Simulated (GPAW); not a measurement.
# The basis that the transmission of a Si chain with a Li atom on top of one atom needs

Aim: T(E), conductance and thermopower of a Si chain with a Li atom on top of one atom, and what cheaper settings cost in accuracy.

Main program and level: GPAW 26.7.0; GPAW LCAO, PAW setups; Landauer transmission from Green's functions with principal layers (ASE), zero bias.

### Step 1. Starting point

The cell holds 12 atoms: 11 Si and 1 Li. Its edges and angles: a = 9.000 Å, b = 9.000 Å, c = 24.200 Å, α = 90.0°, β = 90.0°, γ = 90.0°. Regions: left lead, 5 atoms (5 Si); channel, 2 atoms (1 Si and 1 Li); right lead, 5 atoms (5 Si). Vacuum lies along a and b. The structure is stacked along c, and the current runs across the ab planes.

### Step 2. Double-zeta polarised basis

The script solves lead and junction separately, takes H and S in the orbital basis, and joins semi-infinite leads through their self-energies; the dzp basis is the working standard.

run.py

```python
import json
import numpy as np
from ase import Atoms
from ase.transport.calculators import TransportCalculator
from gpaw import GPAW, FermiDirac
from gpaw.lcao.tools import get_lcao_hamiltonian
from scipy.linalg import eigh

# The junction with lead layers at both ends, along the third cell vector
device = Atoms(
    ['Si', 'Si', 'Si', 'Si', 'Si', 'Si', 'Li', 'Si', 'Si', 'Si', 'Si', 'Si'],
    positions=[
        [4.50000, 4.50000, 1.10000],
        [4.50000, 4.50000, 3.30000],
        [4.50000, 4.50000, 5.50000],
        [4.50000, 4.50000, 7.70000],
        [4.50000, 4.50000, 9.90000],
        [4.50000, 4.50000, 12.10000],
        [6.89220, 4.50000, 12.10000],
        [4.50000, 4.50000, 14.30000],
        [4.50000, 4.50000, 16.50000],
        [4.50000, 4.50000, 18.70000],
        [4.50000, 4.50000, 20.90000],
        [4.50000, 4.50000, 23.10000]],
    cell=[[9.0, 0.0, 0.0], [0.0, 9.0, 0.0], [0.0, 0.0, 24.2]],
    pbc=True)

# One principal layer of the lead: the first 3 atoms of the device
lead = Atoms(
    ['Si', 'Si', 'Si'],
    positions=[
        [4.50000, 4.50000, 1.10000],
        [4.50000, 4.50000, 3.30000],
        [4.50000, 4.50000, 5.50000]],
    cell=[[9.0, 0.0, 0.0], [0.0, 9.0, 0.0], [0.0, 0.0, 6.6]],
    pbc=True)

settings = dict(mode='lcao', basis='dzp', xc='PBE', h=0.2,
                occupations=FermiDirac(0.1), maxiter=250,
                mixer=dict(beta=0.1, nmaxold=8, weight=100.0),
                convergence=dict(density=0.0001))
energies = np.arange(-2, 2 + 1e-9, 0.05)
eta = 0.0001
n1, n2 = 1, 1
# k and -k transmit alike, so half of the mesh across the current serves
mesh = [(i, j) for i in range(n1) for j in range(n2) if (i, j) <= (-i % n1, -j % n2)]
weights = np.array([1 if (i, j) == (-i % n1, -j % n2) else 2 for i, j in mesh]) / (n1 * n2)

# [... helper functions left out ...]
fermi_lead = ground_state(lead, (1, 1, 17), 'lead.txt')
fermi_device = ground_state(device, (1, 1, 3), 'device.txt')
# [... loop over the mesh left out, but for ...]
        # Shift the lead onto the potential of the device's first layer
        shift = ((H[:, 0, 0] - H0[:, 0, 0]) / S0[0, 0]).real.mean()
# [...]
kT = 8.617333e-5 * 500
bias = [0.1, 0.2, 0.5, 1.0, 1.5, 2.0]
# [... integrals and printing left out ...]
```

On the command line:

```console
> OMP_NUM_THREADS=1 OPENBLAS_NUM_THREADS=1 python run.py
```

Log:

```text
basis functions: device 148, principal layer 39
Fermi level: lead -3.9218 eV, device -3.5040 eV; lead shifted by -0.0228 eV
largest coupling past the next layer 5.06e-05 eV, largest misfit of the first layer 0.031 eV
  E-E_F (eV)   T (one spin)  [channel counts left out]
    -2.000    2.0925e-11
    -1.950    2.5036e-11
    -1.900    4.1485e-11
    -1.850    1.7267e-11
    -1.800    1.8103e-11
    -1.750    2.4496e-11
    -1.700    3.1561e-11
    -1.650    4.1392e-11
    -1.600    5.8847e-11
    -1.550    1.2435e-10
    -1.500    2.4641e-09
    -1.450    2.2138e-08
    -1.400    9.9736e-08
    -1.350    7.8087e-01
    -1.300    1.4028e+00
    -1.250    1.6019e+00
[...]
1.650    2.9736e+00
     1.700    2.9736e+00
     1.750    2.9736e+00
     1.800    2.9735e+00
     1.850    2.9735e+00
     1.900    2.9734e+00
     1.950    2.9734e+00
     2.000    2.9733e+00
conductance at 500 K: 2.9704 G0 a cell; thermopower -0.09588 uV/K
current from the zero-bias T(E) at 0.1 V: 23.014 uA
current from the zero-bias T(E) at 0.2 V: 46.026 uA
current from the zero-bias T(E) at 0.5 V: 115.03 uA
current from the zero-bias T(E) at 1.0 V: 229.8 uA
current from the zero-bias T(E) at 1.5 V: 343.79 uA
current from the zero-bias T(E) at 2.0 V: 450.4 uA
```

Wall time 26 s (1 thread of Arm Neoverse V2, shared host); peak memory 0.81 GiB.

This step gave:

* conductance: 2.970 G₀
* largest coupling past the next principal layer: 5.06e-5 eV
* largest misfit of the first principal layer: 0.03076 eV
* shift that aligns the lead: -0.02282 eV
* basis functions of the junction: 148
* basis functions of a principal layer: 39
* transmission at the Fermi level (one spin): 2.971

One spin. Table of transmission, zone mean by energy, zero at the Fermi level:

| energy (eV) | transmission, zone mean |
| --- | --- |
| -2.00 | 2.1e-11 |
| -1.90 | 4.1e-11 |
| -1.80 | 1.8e-11 |
| -1.70 | 3.2e-11 |
| -1.55 | 1.2e-10 |
| -1.45 | 2.2e-8 |
| -1.35 | 0.781 |
| -1.25 | 1.60 |
| -1.15 | 1.76 |
| -1.05 | 1.81 |
| -0.90 | 2.77 |
| -0.80 | 2.86 |
| -0.70 | 2.90 |
| -0.60 | 2.92 |
| -0.50 | 2.94 |
| -0.40 | 2.95 |
| -0.25 | 2.96 |
| -0.15 | 2.97 |
| -0.05 | 2.97 |
| 0.00 | 2.97 |
| 0.05 | 2.97 |
| 0.15 | 2.97 |
| 0.25 | 2.97 |
| 0.40 | 2.97 |
| 0.50 | 2.97 |
| 0.60 | 2.97 |
| 0.70 | 2.97 |
| 0.80 | 2.97 |
| 0.90 | 2.97 |
| 1.05 | 2.97 |
| 1.15 | 2.97 |
| 1.25 | 2.97 |
| 1.35 | 2.97 |
| 1.45 | 2.97 |
| 1.55 | 2.97 |
| 1.70 | 2.97 |
| 1.80 | 2.97 |
| 1.90 | 2.97 |
| 2.00 | 2.97 |

Not self-consistent under bias; the bias window is split evenly. The current through one cell, from the zero-bias transmission by bias:

```
bias (V)  current through one cell, from the zero-bias transmission (μA)
   0.100                                                            23.0
   0.200                                                            46.0
   0.500                                                             115
   1.000                                                             230
   1.500                                                             344
   2.000                                                             450
```

Table of transmission of the three most open eigenchannels by energy, zero at the Fermi level:

```csv
energy (eV),channel 1,channel 2,channel 3
-1.400,7.7e-8,2.2e-8,2.2e-10
-1.200,0.896,0.803,2.9e-9
-1.000,0.962,0.0615,0.00758
-0.800,0.996,0.981,0.882
-0.600,0.999,0.990,0.935
-0.400,0.999,0.994,0.957
-0.200,0.999,0.996,0.969
0.000,0.998,0.997,0.975
0.200,0.997,0.997,0.979
0.400,0.998,0.997,0.980
0.600,0.998,0.996,0.981
0.800,0.997,0.995,0.982
1.000,0.997,0.994,0.982
1.200,0.997,0.993,0.983
1.400,0.998,0.992,0.984
1.600,0.998,0.991,0.985
1.800,0.998,0.991,0.985
2.000,0.998,0.991,0.985
```

Couplings past the next layer reach 5.1e-5 eV, small enough to drop; the matrix elements of the cell's first layer differ from the bulk lead's by up to 0.031 eV. That layer keeps its own values in the calculation, and only beyond it is the lead taken as perfect. The Fermi levels of lead and junction count from different zeros of potential, one for each periodic cell; with both set to zero, the small remaining shift is what aligns them. By hand: G = 2.970 × 77.48 μS = 230 μS, a resistance of 4.34 kΩ; at 0.1 V a linear junction would pass 23.0 μA, and the integral over the bias window gives 23.0 μA.

### Step 3. GPAW, szp: basis = "szp(dzp)"

One radial function a shell plus polarisation makes the matrices smaller; the question is what that costs.

Changes to run.py since step 2:

```diff
@@ -37,3 +37,3 @@
 
-settings = dict(mode='lcao', basis='dzp', xc='PBE', h=0.2,
+settings = dict(mode='lcao', basis='szp(dzp)', xc='PBE', h=0.2,
                 occupations=FermiDirac(0.1), maxiter=250,
```

Log:

```text
basis functions: device 103, principal layer 27
Fermi level: lead -4.6866 eV, device -4.1678 eV; lead shifted by -0.0257 eV
largest coupling past the next layer 5.09e-05 eV, largest misfit of the first layer 0.039 eV
  E-E_F (eV)   T (one spin)  [channel counts left out]
    -2.000    3.3235e-11
    -1.950    4.0046e-11
    -1.900    5.0892e-11
    -1.850    7.2024e-11
    -1.800    1.6295e-10
    -1.750    1.2309e-11
    -1.700    6.1152e-11
    -1.650    1.0657e-10
    -1.600    1.6964e-10
    -1.550    2.7367e-10
    -1.500    4.6473e-10
    -1.450    8.6834e-10
    -1.400    3.5725e-09
    -1.350    9.0661e-09
    -1.300    3.1613e-08
    -1.250    1.5737e-05
[...]
1.650    2.9767e+00
     1.700    2.9768e+00
     1.750    2.9768e+00
     1.800    2.9768e+00
     1.850    2.9767e+00
     1.900    2.9767e+00
     1.950    2.9766e+00
     2.000    2.9766e+00
conductance at 500 K: 2.9756 G0 a cell; thermopower -0.07255 uV/K
current from the zero-bias T(E) at 0.1 V: 23.055 uA
current from the zero-bias T(E) at 0.2 V: 46.108 uA
current from the zero-bias T(E) at 0.5 V: 115.24 uA
current from the zero-bias T(E) at 1.0 V: 230.29 uA
current from the zero-bias T(E) at 1.5 V: 344.84 uA
current from the zero-bias T(E) at 2.0 V: 457.94 uA
```

Elapsed: 21 s, on 1 thread; peak memory 0.8 GiB.

This step gave:

```
conductance                                    : 2.976 G₀
largest coupling past the next principal layer : 5.09e-5 eV
largest misfit of the first principal layer    : 0.03943 eV
shift that aligns the lead                     : -0.02574 eV
basis functions of the junction                : 103
basis functions of a principal layer           : 27
transmission at the Fermi level (one spin)     : 2.976
```

One spin. The transmission, zone mean by energy, zero at the Fermi level:

energy (eV), transmission, zone mean and a bar:
```
   -2.000       0.00 
   -1.800       0.00 
   -1.600       0.00 
   -1.400       0.00 
   -1.200       1.67 #################
   -1.000       2.81 ############################
   -0.800       2.91 #############################
   -0.600       2.94 ##############################
   -0.400       2.96 ##############################
   -0.200       2.97 ##############################
    0.000       2.98 ##############################
    0.200       2.98 ##############################
    0.400       2.98 ##############################
    0.600       2.98 ##############################
    0.800       2.98 ##############################
    1.000       2.98 ##############################
    1.200       2.98 ##############################
    1.400       2.98 ##############################
    1.600       2.98 ##############################
    1.800       2.98 ##############################
    2.000       2.98 ##############################
```

Not self-consistent under bias; the bias window is split evenly. Table of current through one cell, from the zero-bias transmission by bias:

```
bias (V)  current through one cell, from the zero-bias transmission (μA)
   0.100                                                            23.1
   0.200                                                            46.1
   0.500                                                             115
   1.000                                                             230
   1.500                                                             345
   2.000                                                             458
```

Table of transmission of the three most open eigenchannels by energy, zero at the Fermi level:

| energy (eV) | channel 1 | channel 2 | channel 3 |
| --- | --- | --- | --- |
| -2.00 | 3.3e-11 | 0 | 0 |
| -1.90 | 5.1e-11 | 0 | 0 |
| -1.80 | 1.6e-10 | 0 | 0 |
| -1.70 | 6.1e-11 | 0 | 0 |
| -1.55 | 2.7e-10 | 0 | 0 |
| -1.45 | 8.4e-10 | 2.0e-11 | 5.9e-12 |
| -1.35 | 4.8e-9 | 4.1e-9 | 2.5e-10 |
| -1.25 | 1.2e-5 | 3.8e-6 | 6.2e-8 |
| -1.15 | 0.976 | 0.897 | 0.647 |
| -1.05 | 0.993 | 0.942 | 0.841 |
| -0.90 | 0.998 | 0.968 | 0.903 |
| -0.80 | 0.999 | 0.979 | 0.927 |
| -0.70 | 0.999 | 0.986 | 0.944 |
| -0.60 | 0.999 | 0.990 | 0.954 |
| -0.50 | 0.999 | 0.992 | 0.962 |
| -0.40 | 0.999 | 0.994 | 0.968 |
| -0.25 | 0.999 | 0.995 | 0.975 |
| -0.15 | 0.998 | 0.996 | 0.978 |
| -0.05 | 0.998 | 0.997 | 0.980 |
| 0.00 | 0.998 | 0.997 | 0.981 |
| 0.05 | 0.998 | 0.997 | 0.982 |
| 0.15 | 0.998 | 0.997 | 0.983 |
| 0.25 | 0.998 | 0.997 | 0.983 |
| 0.40 | 0.998 | 0.997 | 0.983 |
| 0.50 | 0.998 | 0.996 | 0.984 |
| 0.60 | 0.998 | 0.996 | 0.983 |
| 0.70 | 0.998 | 0.996 | 0.983 |
| 0.80 | 0.998 | 0.996 | 0.983 |
| 0.90 | 0.998 | 0.995 | 0.984 |
| 1.05 | 0.998 | 0.995 | 0.984 |
| 1.15 | 0.998 | 0.994 | 0.984 |
| 1.25 | 0.998 | 0.994 | 0.984 |
| 1.35 | 0.998 | 0.994 | 0.985 |
| 1.45 | 0.998 | 0.993 | 0.985 |
| 1.55 | 0.998 | 0.993 | 0.985 |
| 1.70 | 0.998 | 0.993 | 0.986 |
| 1.80 | 0.998 | 0.993 | 0.986 |
| 1.90 | 0.998 | 0.993 | 0.986 |
| 2.00 | 0.998 | 0.992 | 0.986 |

The conductance equals that of the dzp run to 0.2 %.

### Step 4. GPAW, sz: basis = "sz(dzp)"

The minimal basis is the cheapest rung: no second zeta and no polarisation.

Changes to run.py since step 3:

```diff
@@ -37,3 +37,3 @@
 
-settings = dict(mode='lcao', basis='szp(dzp)', xc='PBE', h=0.2,
+settings = dict(mode='lcao', basis='sz(dzp)', xc='PBE', h=0.2,
                 occupations=FermiDirac(0.1), maxiter=250,
```

Log:

```text
basis functions: device 45, principal layer 12
Fermi level: lead -4.7919 eV, device -4.2152 eV; lead shifted by -0.0178 eV
largest coupling past the next layer 5.12e-05 eV, largest misfit of the first layer 0.053 eV
  E-E_F (eV)   T (one spin)  [channel counts left out]
    -2.000    1.9367e-09
    -1.950    1.3809e-11
    -1.900    3.9145e-11
[...]
1.950    2.9478e+00
     2.000    2.9471e+00
conductance at 500 K: 2.9663 G0 a cell; thermopower -0.07177 uV/K
current from the zero-bias T(E) at 0.1 V: 22.982 uA
current from the zero-bias T(E) at 0.2 V: 45.963 uA
current from the zero-bias T(E) at 0.5 V: 114.88 uA
current from the zero-bias T(E) at 1.0 V: 229.52 uA
current from the zero-bias T(E) at 1.5 V: 343.68 uA
current from the zero-bias T(E) at 2.0 V: 456.83 uA
```

Run time: 16 s. Hardware: 1 thread; peak memory 0.74 GiB.

This step gave:

```
conductance                                    : 2.966 G₀
largest coupling past the next principal layer : 5.12e-5 eV
largest misfit of the first principal layer    : 0.05286 eV
shift that aligns the lead                     : -0.01783 eV
basis functions of the junction                : 45
basis functions of a principal layer           : 12
transmission at the Fermi level (one spin)     : 2.967
```

The conductance equals that of the dzp run to 0.2 %.

### Step 5. RPBE in the dzp basis: xc = "RPBE"

Back in the dzp basis, the functional changes from PBE to RPBE, to set the spread between functionals beside that between bases.

Changes to run.py since step 4:

```diff
@@ -37,3 +37,3 @@
 
-settings = dict(mode='lcao', basis='sz(dzp)', xc='PBE', h=0.2,
+settings = dict(mode='lcao', basis='dzp', xc='RPBE', h=0.2,
                 occupations=FermiDirac(0.1), maxiter=250,
```

Log:

```text
basis functions: device 148, principal layer 39
Fermi level: lead -3.8684 eV, device -3.4504 eV; lead shifted by -0.0203 eV
largest coupling past the next layer 4.99e-05 eV, largest misfit of the first layer 0.031 eV
  E-E_F (eV)   T (one spin)  [channel counts left out]
    -2.000    1.8208e-11
    -1.950    2.1708e-11
    -1.900    3.9487e-11
[...]
1.950    2.9729e+00
     2.000    2.9728e+00
conductance at 500 K: 2.9687 G0 a cell; thermopower -0.1045 uV/K
current from the zero-bias T(E) at 0.1 V: 23.001 uA
current from the zero-bias T(E) at 0.2 V: 46.001 uA
current from the zero-bias T(E) at 0.5 V: 114.97 uA
current from the zero-bias T(E) at 1.0 V: 229.66 uA
current from the zero-bias T(E) at 1.5 V: 343.45 uA
current from the zero-bias T(E) at 2.0 V: 449.41 uA
```

It took 25 s on 1 thread; peak memory 0.81 GiB.

This step gave:

| Item | Value |
| --- | --- |
| conductance | 2.969 G₀ |
| largest coupling past the next principal layer | 4.99e-5 eV |
| largest misfit of the first principal layer | 0.03098 eV |
| shift that aligns the lead | -0.02032 eV |
| basis functions of the junction | 148 |
| basis functions of a principal layer | 39 |
| transmission at the Fermi level (one spin) | 2.969 |

One spin. Transmission, zone mean against energy, zero at the Fermi level:

```
energy (eV)  transmission, zone mean
     -2.000                  1.8e-11
     -1.800                  1.6e-11
     -1.600                  4.8e-11
     -1.400                   1.6e-7
     -1.200                     1.71
     -1.000                     1.83
     -0.800                     2.84
     -0.600                     2.92
     -0.400                     2.95
     -0.200                     2.96
      0.000                     2.97
      0.200                     2.97
      0.400                     2.97
      0.600                     2.97
      0.800                     2.97
      1.000                     2.97
      1.200                     2.97
      1.400                     2.97
      1.600                     2.97
      1.800                     2.97
      2.000                     2.97
```

The conductance equals that of the dzp run to 0.2 %.

### Step 6. All levels side by side

Times are for 1 thread of Arm Neoverse V2, shared host. The series side by side:

| no. | run | conductance (G₀) | time | memory (GiB) |
| --- | --- | --- | --- | --- |
| 1 | dzp | 2.970 | 26 s | 0.81 |
| 2 | szp | 2.976 | 21 s | 0.8 |
| 3 | sz | 2.966 | 16 s | 0.74 |
| 4 | dzp RPBE | 2.969 | 25 s | 0.81 |

### Step 7. The levels side by side

The curves are compared point by point over the common energies.

This step: comparison of transmission and cost over codes and levels (GPAW 26.7.0).

Ladder, by row:

```
    step  code  T at the Fermi level (sum over the listed spins)  conductance (G0)  r.m.s. T(E) from the first  wall time (s)  peak memory (GiB)  threads
     dzp  GPAW                                             2.971              2.97                           0          25.61               0.81        1
     szp  GPAW                                             2.976             2.976                      0.3644          21.29                0.8        1
      sz  GPAW                                             2.967             2.966                      0.3795          16.24               0.74        1
dzp-RPBE  GPAW                                             2.969             2.969                      0.1193          25.46               0.81        1
```

Transmission, zone mean, sum over the listed spins against energy, zero at the Fermi level:

```csv
energy (eV),dzp,szp,sz,dzp-RPBE
-2.0000,2.1e-11,3.3e-11,1.9e-9,1.8e-11
-1.7500,2.4e-11,1.2e-11,1.8e-10,2.0e-11
-1.5000,2.5e-9,4.6e-10,1.2e-8,5.4e-9
-1.2500,1.60,1.6e-5,2.70,1.62
-1.0500,1.81,2.78,2.83,1.83
-1.0000,1.03,2.81,2.85,1.83
-0.7500,2.88,2.92,2.91,2.87
-0.5000,2.94,2.95,2.94,2.94
-0.2500,2.96,2.97,2.96,2.96
0.0000,2.97,2.98,2.97,2.97
0.2500,2.97,2.98,2.97,2.97
0.5000,2.97,2.98,2.97,2.97
0.7500,2.97,2.98,2.96,2.97
1.0000,2.97,2.98,2.96,2.97
1.2500,2.97,2.98,2.95,2.97
1.5000,2.97,2.98,2.95,2.97
1.7500,2.97,2.98,2.95,2.97
2.0000,2.97,2.98,2.95,2.97
```

(Continued in part 2 of 2.)

[Logs are printed without paths, hosts, clocks, repeated set-up lines and the standing remarks that a program may print on its own settings, such as how far it seeks lower states.]

[Hosts, paths, dates, database ids (printed as entryN), source tags and the programs' standing remarks are cut or masked in the printed files.]
